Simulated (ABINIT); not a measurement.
**WSe2 (P6_3/mmc): G0W0 with ABINIT, start to end**

How does a plane-wave GW calculation on WSe2 (P6_3/mmc) run from the first input to the gap?

Calculated with ABINIT 10.8.3; PBE and many-body steps on it, plane waves.

The database entry behind the starting cell differs from later determinations by our own check (a about 0.2 % long), so it need not match the best structure at ambient conditions.

## (1) The structure

Symmetry: P6_3/mmc, No. 194, hexagonal system. The conventional cell has a = 3.290 Å, b = 3.290 Å, c = 12.970 Å, α = 90.00°, β = 90.00°, γ = 120.00°. Nearest to W lie 6 Se at 2.53 Å. Nearest to Se lie 3 W at 2.53 Å. Farther neighbours and most contacts between anions are not listed.

Coordinates:

```cif
data_structure
_symmetry_space_group_name_H-M 'P6_3/mmc'
_symmetry_Int_Tables_number 194
_cell_length_a 3.2900
_cell_length_b 3.2900
_cell_length_c 12.9700
_cell_angle_alpha 90.000
_cell_angle_beta 90.000
_cell_angle_gamma 120.000
_cell_volume 121.58
loop_
_atom_site_label
_atom_site_type_symbol
_atom_site_symmetry_multiplicity
_atom_site_Wyckoff_symbol
_atom_site_fract_x
_atom_site_fract_y
_atom_site_fract_z
_atom_site_occupancy
W1 W 2 c 0.33333 0.66667 0.25000 1
Se1 Se 4 f 0.33333 0.66667 0.62100 1
```

The cell and positions come from the Crystallography Open Database and are kept as given unless a step says otherwise. Spin-orbit coupling is left out unless a step names it.

## (2) Ground state

This step: ABINIT 10.8.3; DFT, PBE, plane waves, norm-conserving pseudopotentials.

The ground-state density comes first.

Input file run.abi:

```
acell 3*1.0 Angstrom
rprim 
  3.290000000028 -0.000000000007 0.000000000000
  -1.645000000008 2.849223578479 0.000000000000
  0.000000000000 0.000000000000 12.970000000000
ntypat 2
znucl 74 34
natom 6
typat 1 1 2 2 2 2
xred 
  0.333333333333 0.666666666667 0.250000000000
  0.666666666667 0.333333333333 0.750000000000
  0.333333333333 0.666666666667 0.621000000000
  0.666666666667 0.333333333333 0.121000000000
  0.333333333333 0.666666666667 0.879000000000
  0.666666666667 0.333333333333 0.379000000000
pp_dirpath "pseudos"
pseudos "W.upf, Se.upf"
ecut 58
ngkpt 6 6 2
nshiftk 1
shiftk 0 0 0
kptopt 1
chksymbreak 0
nband 69
occopt 1
tolvrs 1e-08
nstep 60
prtwf 0
optforces 0
optstress 0
indata_prefix "in"
outdata_prefix "out"
tmpdata_prefix "tmp"
```

Command:

```console
> OMP_NUM_THREADS=1 mpirun -n 4 abinit run.abi > log
```

Numbers of over 12 decimals in the logs are rounded to 6 here.

Log:

```text
.Version 10.8.3 of ABINIT. v10.8.2 released Aug 2026.

 Symmetries : space group P6_3/m m c (#194); Bravais hP (primitive hexag.)
================================================================================
 Values of the parameters that define the memory need of the present run
     intxc =       0    ionmov =       0      iscf =       7    lmnmax =       8
     lnmax =       8     mgfft =     180  mpssoang =       4    mqgrid =    8403
     natom =       6  nloc_mem =       1    nspden =       1   nspinor =       1
    nsppol =       1      nsym =      24    n1xccc =    2501    ntypat =       2
    occopt =       1   xclevel =       2
-    mband =          69        mffmem =           1         mkmem =           4
       mpw =       17347          nfft =      364500          nkpt =          14
================================================================================
  Rough estimation (10% accuracy) of disk space for files :
================================================================================

--------------------------------------------------------------------------------
------------- Echo of variables that govern the present computation ------------
--------------------------------------------------------------------------------
 -outvars: echo values of preprocessed input variables --------
            acell      1.8897261259E+00  1.8897261259E+00  1.8897261259E+00 Bohr

      chksymbreak           0
             ecut      5.80000000E+01 Hartree
-          fftalg         312

              ixc     -101130
              kpt      0.00000000E+00  0.00000000E+00  0.00000000E+00
                       1.66666667E-01  0.00000000E+00  0.00000000E+00
                       3.33333333E-01  0.00000000E+00  0.00000000E+00
                       5.00000000E-01  0.00000000E+00  0.00000000E+00
                       1.66666667E-01  1.66666667E-01  0.00000000E+00
                       3.33333333E-01  1.66666667E-01  0.00000000E+00
                       3.33333333E-01  3.33333333E-01  0.00000000E+00
                       0.00000000E+00  0.00000000E+00  5.00000000E-01
                       1.66666667E-01  0.00000000E+00  5.00000000E-01
                       3.33333333E-01  0.00000000E+00  5.00000000E-01
                       5.00000000E-01  0.00000000E+00  5.00000000E-01
[...]
kptrlatt        6    0    0      0    6    0      0    0    2
          kptrlen      3.73031937E+01
P           mkmem           4
            natom           6
            nband          69
            ngfft          45      45     180
             nkpt          14
            nstep          60
             nsym          24
           ntypat           2
              occ      2.000000  2.000000  2.000000  2.000000  2.000000  2.000000
                       2.000000  2.000000  2.000000  2.000000  2.000000  2.000000
                       2.000000  2.000000  2.000000  2.000000  2.000000  2.000000
                       2.000000  2.000000  2.000000  2.000000  2.000000  2.000000
                       2.000000  2.000000  2.000000  2.000000  2.000000  2.000000
                       2.000000  2.000000  2.000000  2.000000  2.000000  2.000000
                       2.000000  2.000000  2.000000  2.000000  2.000000  2.000000
                       2.000000  2.000000  2.000000  2.000000  2.000000  2.000000
                       2.000000  2.000000  2.000000  2.000000  2.000000  2.000000
                       2.000000  2.000000  2.000000  2.000000  2.000000  2.000000
                       2.000000  2.000000  0.000000  0.000000  0.000000  0.000000
[...]
optforces           0
        optstress           0
            prtwf           0
            rprim      3.2900000000E+00 -7.0000000000E-12  0.0000000000E+00
[...]
spgroup         194

           tolvrs      1.00000000E-08

             xred      3.3333333333E-01  6.6666666667E-01  2.5000000000E-01
[...]
znucl       74.00000   34.00000

================================================================================

 chkinp: Checking input parameters for consistency.

================================================================================
== DATASET  1 ==================================================================
-   mpi_nproc: 4, omp_nthreads: 1 (-1 if OMP is not activated)

--- !DatasetInfo
iteration_state: {dtset: 1, }
dimensions: {natom: 6, nkpt: 14, mband: 69, nsppol: 1, nspinor: 1, nspden: 1, mpw: 17347, }
cutoff_energies: {ecut:  58.0, pawecutdg:  -1.0, }
electrons: {nelect:   1.24000000E+02, charge:   0.00000000E+00, occopt:   1.00000000E+00, tsmear:   1.00000000E-02, }

 Real(R)+Recip(G) space primitive vectors, cartesian coordinates (Bohr,Bohr^-1):
 R(1)=  6.2171990  0.0000000  0.0000000  G(1)=  0.1608441  0.0928634  0.0000000
 R(2)= -3.1085995  5.3842522  0.0000000  G(2)=  0.0000000  0.1857268  0.0000000
 R(3)=  0.0000000  0.0000000 24.5097479  G(3)=  0.0000000  0.0000000  0.0408001
 Unit cell volume ucvol=  8.2046301E+02 bohr^3
 Angles (23,13,12)=  9.00000000E+01  9.00000000E+01  1.20000000E+02 degrees

 getcut: wavevector=  0.0000  0.0000  0.0000  ngfft=  45  45 180
         ecut(hartree)=     58.000   => boxcut(ratio)=   2.06433

--- Pseudopotential description ------------------------------------------------
[...]
--- l  ekb(1:nproj) -->
[...]
pspatm: atomic psp has been read  and splines computed

- Se Generated using ONCVPSP code by D. R. Hamann
- 34.00000  24.00000  171031                  znucl, zion, pspdat
12 -101130 2 -1 1214                          pspcod,pspxc,lmax,lloc,mmax
     nproj     2     2     2     0
  pspatm : epsatm=   25.39064422
         --- l  ekb(1:nproj) -->
[...]
pspatm: atomic psp has been read  and splines computed

   1.54971935E+04                                ecore*ucvol(ha*bohr**3)
--------------------------------------------------------------------------------

_setup2: Arith. and geom. avg. npw (full set) are   17307.181   17307.168

================================================================================

--- !BeginCycle
iteration_state: {dtset: 1, }
solver: {iscf: 7, nstep: 60, nline: 4, wfoptalg: 0, }
tolerances: {tolvrs: 1.00E-08, }

     iter   Etot(hartree)      deltaE(h)  residm     vres2
 ETOT  1  -1496.3491171612    -1.496E+03 2.895E+00 8.091E+02
 ETOT  2  -1504.7322363773    -8.383E+00 4.312E-02 1.665E+03
 ETOT  3  -1504.8550623619    -1.228E-01 6.662E-02 4.677E+02
 ETOT  4  -1504.8631270722    -8.065E-03 4.072E-02 2.266E+02
 ETOT  5  -1504.8748602754    -1.173E-02 5.548E-03 8.238E+00
 ETOT  6  -1504.8754248780    -5.646E-04 8.120E-03 1.199E+00
 ETOT  7  -1504.8754485021    -2.362E-05 2.026E-03 3.856E-02
 ETOT  8  -1504.8754502186    -1.717E-06 1.292E-03 1.505E-03
 ETOT  9  -1504.8754503410    -1.224E-07 1.665E-03 1.180E-05
 ETOT 10  -1504.8754503418    -7.358E-10 4.759E-03 2.650E-06
 ETOT 11  -1504.8754503419    -1.469E-10 1.889E-03 4.529E-08
 ETOT 12  -1504.8754503418     1.176E-10 3.605E-03 7.446E-09

 At SCF step   12       vres2   =  7.45E-09 < tolvrs=  1.00E-08 =>converged.

--- !ResultsGS
iteration_state: {dtset: 1, }
comment   : Summary of ground state results
lattice_vectors:
- [  6.2171990,  -0.0000000,   0.0000000, ]
- [ -3.1085995,   5.3842522,   0.0000000, ]
- [  0.0000000,   0.0000000,  24.5097479, ]
lattice_lengths: [   6.21720,    6.21720,   24.50975, ]
lattice_angles: [ 90.000,  90.000, 120.000, ] # degrees, (23, 13, 12)
lattice_volume:   8.2046301E+02
convergence: {deltae:  1.176E-10, res2:  7.446E-09, residm:  3.605E-03, diffor:  0.000E+00, }
etotal    :  -1.50487545E+03
entropy   :   0.00000000E+00
fermie    :   3.61147283E-01
cartesian_stress_tensor: null
pressure_GPa: null
xred      :
- [  3.3333E-01,   6.6667E-01,   2.5000E-01,  W]
- [  6.6667E-01,   3.3333E-01,   7.5000E-01,  W]
- [  3.3333E-01,   6.6667E-01,   6.2100E-01, Se]
- [  6.6667E-01,   3.3333E-01,   1.2100E-01, Se]
- [  3.3333E-01,   6.6667E-01,   8.7900E-01, Se]
- [  6.6667E-01,   3.3333E-01,   3.7900E-01, Se]
cartesian_forces: null
force_length_stats: {min: null, max: null, mean: null, }

 Integrated electronic density in atomic spheres:
 ------------------------------------------------
 Atom  Sphere_radius  Integrated_density
[...]
================================================================================

 ----iterations are completed or convergence reached----

 Mean square residual over all n,k,spin=   66.756E-07; max=  36.048E-04
 reduced coordinates (array xred) for    6 atoms
[...]
0.666666666667      0.333333333333      0.750000000000
       0.333333333333      0.666666666667      0.621000000000
       0.666666666667      0.333333333333      0.121000000000
       0.333333333333      0.666666666667      0.879000000000
       0.666666666667      0.333333333333      0.379000000000
 rms dE/dt=  0.0000E+00; max dE/dt=  0.0000E+00; dE/dt below (all hartree)
    1       0.000000000000      0.000000000000      0.000000000000
    2       0.000000000000      0.000000000000      0.000000000000
    3       0.000000000000      0.000000000000      0.000000000000
    4       0.000000000000      0.000000000000      0.000000000000
    5       0.000000000000      0.000000000000      0.000000000000
    6       0.000000000000      0.000000000000      0.000000000000

 cartesian coordinates (angstrom) at end:
    1      4e-12     1.899482     3.242500
    2      1.645000     0.949741     9.727500
    3      4e-12     1.899482     8.054370
    4      1.645000     0.949741     1.569370
    5      4e-12     1.899482    11.400630
    6      1.645000     0.949741     4.915630
 length scales=  1.889726125908  1.889726125908  1.889726125908 bohr
              =  1.000000000000  1.000000000000  1.000000000000 angstroms
 prteigrs : about to open file out_EIG
 Fermi (or HOMO) energy (hartree) =   0.36115   Average Vxc (hartree)=  -0.41983
 Eigenvalues (hartree) for nkpt=  14  k points:
 kpt#   1, nband= 69, wtk=  0.01389, kpt=  0.0000  0.0000  0.0000 (reduced coord)
  -7.29039   -7.29039   -7.29039   -7.29039   -5.06693   -5.06693   -5.06693   -5.06693
  -5.06693   -5.06693   -5.06693   -5.06693   -5.06548   -5.06548   -5.06548   -5.06548
  -2.37091   -2.37091   -1.39916   -1.39916   -1.39916   -1.39916   -1.39914   -1.39914
  -1.39913   -1.39913   -1.39792   -1.39792   -1.39791   -1.39791   -1.39788   -1.39788
  -1.39787   -1.39787   -1.39745   -1.39744   -1.39737   -1.39736   -1.05694   -1.05694
  -1.05194   -1.05194   -1.05194   -1.05194   -0.20054   -0.19132   -0.15729   -0.14185
   0.09886    0.13946    0.22806    0.26311    0.26311    0.26375    0.26375    0.30412
   0.30412    0.30615    0.30615    0.32068    0.32183    0.36115    0.45820    0.45846
   0.46005    0.46121    0.46151    0.46584    0.46920
 prteigrs : prtvol=0 or 1, do not print more k-points.

--- !EnergyTerms
iteration_state     : {dtset: 1, }
comment             : Components of total free energy in Hartree
kinetic             :  6.25794027482691E+02
hartree             :  5.72117172781043E+02
xc                  : -1.48629641281263E+02
Ewald energy        : -7.08466026466593E+02
psp_core            :  1.88883512588344E+01
local_psp           : -1.54329264058837E+03
non_local_psp       : -3.21286693528143E+02
total_energy        : -1.50487545034180E+03
total_energy_eV     : -4.09497471313454E+04
band_energy         : -2.52458523383586E+02

== END DATASET(S) ==============================================================
================================================================================

 -outvars: echo values of variables after computation  --------
           etotal     -1.5048754503E+03
            nband          69
             nkpt          14
          spgroup         194
 [... the other variables as echoed above ...]

 Calculation completed.
```

Run time: 5.3 min. Hardware: 4 MPI ranks of Arm Neoverse V1, shared host; peak memory 0.91 GiB; 21 min of CPU time.

This step gave:

```
total energy               : -40949.7471 eV
gap                        : 0.9782 eV
k of the valence top       : 0, 0, 0
k of the conduction bottom : 0.1667, 0.1667, 0
least direct gap           : 1.524 eV
```

The gap is indirect, with the least direct gap 0.55 eV higher.

## (3) Empty states on the mesh, 3×3×1 mesh, 190 bands

The sums over transitions need many empty states on a uniform mesh; this step solves for them.

run.abi, as its differences from that of step 2:

```diff
@@ -19,3 +19,3 @@
 ecut 58
-ngkpt 6 6 2
+ngkpt 3 3 1
 nshiftk 1
@@ -24,9 +24,10 @@
 chksymbreak 0
-nband 69
-occopt 1
-tolvrs 1e-08
+iscf -2
+irdden 1
+istwfk *1
+nband 190
+nbdbuf 16
+tolwfr 1e-09
 nstep 60
-prtwf 0
-optforces 0
-optstress 0
+prtvol 0
 indata_prefix "in"
```

Command:

```console
> OMP_NUM_THREADS=1 mpirun -n 3 abinit run.abi > log
```

Log:

```text
.Version 10.8.3 of ABINIT. v10.8.2 released Aug 2026.

 Symmetries : space group P6_3/m m c (#194); Bravais hP (primitive hexag.)
[... echo of the input left out ...]
== DATASET  1 ==================================================================
-   mpi_nproc: 3, omp_nthreads: 1 (-1 if OMP is not activated)

--- !DatasetInfo
iteration_state: {dtset: 1, }
dimensions: {natom: 6, nkpt: 3, mband: 190, nsppol: 1, nspinor: 1, nspden: 1, mpw: 17365, }
cutoff_energies: {ecut:  58.0, pawecutdg:  -1.0, }
electrons: {nelect:   1.24000000E+02, charge:   0.00000000E+00, occopt:   1.00000000E+00, tsmear:   1.00000000E-02, }

 Real(R)+Recip(G) space primitive vectors, cartesian coordinates (Bohr,Bohr^-1):
 R(1)=  6.2171990  0.0000000  0.0000000  G(1)=  0.1608441  0.0928634  0.0000000
 R(2)= -3.1085995  5.3842522  0.0000000  G(2)=  0.0000000  0.1857268  0.0000000
 R(3)=  0.0000000  0.0000000 24.5097479  G(3)=  0.0000000  0.0000000  0.0408001
 Unit cell volume ucvol=  8.2046301E+02 bohr^3
 Angles (23,13,12)=  9.00000000E+01  9.00000000E+01  1.20000000E+02 degrees

 getcut: wavevector=  0.0000  0.0000  0.0000  ngfft=  45  45 180
         ecut(hartree)=     58.000   => boxcut(ratio)=   2.06433

--- Pseudopotential description ------------------------------------------------
- W Generated using ONCVPSP code by D. R. Hamann
- 74.00000  14.00000  171031                  znucl, zion, pspdat
12 -101130 3 -1 1396                          pspcod,pspxc,lmax,lloc,mmax
     nproj     2     2     2     2
  pspatm : epsatm=   11.70739509
         --- l  ekb(1:nproj) -->
             0   12.992056    1.844411
             1    9.080024    1.409692
             2    4.470007    0.514403
[...]
pspatm: atomic psp has been read  and splines computed

- Se Generated using ONCVPSP code by D. R. Hamann
- 34.00000  24.00000  171031                  znucl, zion, pspdat
12 -101130 2 -1 1214                          pspcod,pspxc,lmax,lloc,mmax
     nproj     2     2     2     0
  pspatm : epsatm=   25.39064422
         --- l  ekb(1:nproj) -->
[...]
pspatm: atomic psp has been read  and splines computed

--------------------------------------------------------------------------------

================================================================================
 prteigrs : about to open file out_EIG
 Non-SCF case, kpt    1 (  0.00000  0.00000  0.00000), residuals and eigenvalues=
  5.31E-10  5.33E-10  5.37E-10  5.45E-10  9.50E-10  1.73E-10  1.73E-10  1.84E-10
  1.99E-10  1.65E-10  1.56E-10  1.96E-10  2.02E-10  2.19E-10  9.88E-10  1.75E-10
  5.23E-10  3.66E-10  6.16E-10  7.44E-10  9.14E-10  7.75E-10  5.92E-10  6.11E-10
[...]
1.79E-04  5.53E-05  1.35E-04  6.82E-04  9.16E-04  8.89E-04
 -7.2904E+00 -7.2904E+00 -7.2904E+00 -7.2904E+00 -5.0669E+00 -5.0669E+00
 -5.0669E+00 -5.0669E+00 -5.0669E+00 -5.0669E+00 -5.0669E+00 -5.0669E+00
[...]
2.1854E+00  2.1906E+00  2.2269E+00  2.2515E+00  2.2516E+00  2.2603E+00
  2.2641E+00  2.2670E+00  2.2773E+00  2.2855E+00
 prteigrs : prtvol=0 or 1, do not print more k-points.

--- !ResultsGS
iteration_state: {dtset: 1, }
comment   : Summary of ground state results
lattice_vectors:
- [  6.2171990,  -0.0000000,   0.0000000, ]
- [ -3.1085995,   5.3842522,   0.0000000, ]
- [  0.0000000,   0.0000000,  24.5097479, ]
lattice_lengths: [   6.21720,    6.21720,   24.50975, ]
lattice_angles: [ 90.000,  90.000, 120.000, ] # degrees, (23, 13, 12)
lattice_volume:   8.2046301E+02
convergence: {deltae:  0.000E+00, res2:  0.000E+00, residm:  9.877E-10, diffor:  0.000E+00, }
etotal    :  -1.50487545E+03
entropy   :   0.00000000E+00
fermie    :   3.61147283E-01
cartesian_stress_tensor: null
pressure_GPa: null
xred      :
- [  3.3333E-01,   6.6667E-01,   2.5000E-01,  W]
- [  6.6667E-01,   3.3333E-01,   7.5000E-01,  W]
- [  3.3333E-01,   6.6667E-01,   6.2100E-01, Se]
- [  6.6667E-01,   3.3333E-01,   1.2100E-01, Se]
- [  3.3333E-01,   6.6667E-01,   8.7900E-01, Se]
- [  6.6667E-01,   3.3333E-01,   3.7900E-01, Se]
cartesian_forces: null
force_length_stats: {min: null, max: null, mean: null, }

 Integrated electronic density in atomic spheres:
 ------------------------------------------------
 Atom  Sphere_radius  Integrated_density
[...]
================================================================================

 ----iterations are completed or convergence reached----

 Mean square residual over all n,k,spin=   42.460E-11; max=  98.770E-11
 reduced coordinates (array xred) for    6 atoms
[...]
0.333333333333      0.666666666667      0.879000000000
       0.666666666667      0.333333333333      0.379000000000

 cartesian coordinates (angstrom) at end:
    1      4e-12     1.899482     3.242500
    2      1.645000     0.949741     9.727500
    3      4e-12     1.899482     8.054370
    4      1.645000     0.949741     1.569370
    5      4e-12     1.899482    11.400630
    6      1.645000     0.949741     4.915630
 length scales=  1.889726125908  1.889726125908  1.889726125908 bohr
              =  1.000000000000  1.000000000000  1.000000000000 angstroms
 prteigrs : about to open file out_EIG
 Eigenvalues (hartree) for nkpt=   3  k points:
 kpt#   1, nband=190, wtk=  0.11111, kpt=  0.0000  0.0000  0.0000 (reduced coord)
[...]
2.00544    2.00544    2.00722    2.00722    2.03998    2.09084    2.14343    2.14343
   2.17516    2.17564    2.17564    2.18537    2.18537    2.19063    2.22691    2.25147
   2.25164    2.26027    2.26407    2.26701    2.27726    2.28548
 prteigrs : prtvol=0 or 1, do not print more k-points.

== END DATASET(S) ==============================================================
================================================================================

 -outvars: echo values of variables after computation  --------
            nband         190
             nkpt           3
          spgroup         194
 [... the other variables as echoed above ...]

 Calculation completed.
```

Wall time 3.2 min (3 MPI ranks); peak memory 0.5 GiB; 9.7 min of CPU time.

This step gave:

* gap: 1.330 eV
* k of the valence top: 0, 0, 0
* k of the conduction bottom: 0.3333, 0.3333, 0
* least direct gap: 1.524 eV
* k points computed: 3
* lowest point of the top converged band, above the valence top: 43.62 eV

On this mesh the gap is 1.330 eV. The earlier step found 0.978 eV, so this mesh misses an edge.

[end of part 1 of 2]

[Paths, hosts, dates, memory and timing lines, banners, echoed tables and standing remarks are left out of the program output.]

[Logs are printed without paths, hosts, clocks, repeated set-up lines and the standing remarks that a program may print on its own settings, such as how far it seeks lower states.]

[Runs of the session that timed out or met a known fault of the program may be left out.]

[Hosts, paths, dates, database ids (printed as entryN), source tags and the programs' standing remarks are cut or masked in the printed files.]

[G0W0 gaps are taken among the corrected bands and points alone; a level outside them can change the order at an edge.]

[Where Ansatz stands beside ABINIT at settings called matched, ABINIT's density can come from a denser mesh and the files from another edition; pairs whose starting gaps differed by over 0.03 eV were left out, so agreement reads better than it is.]
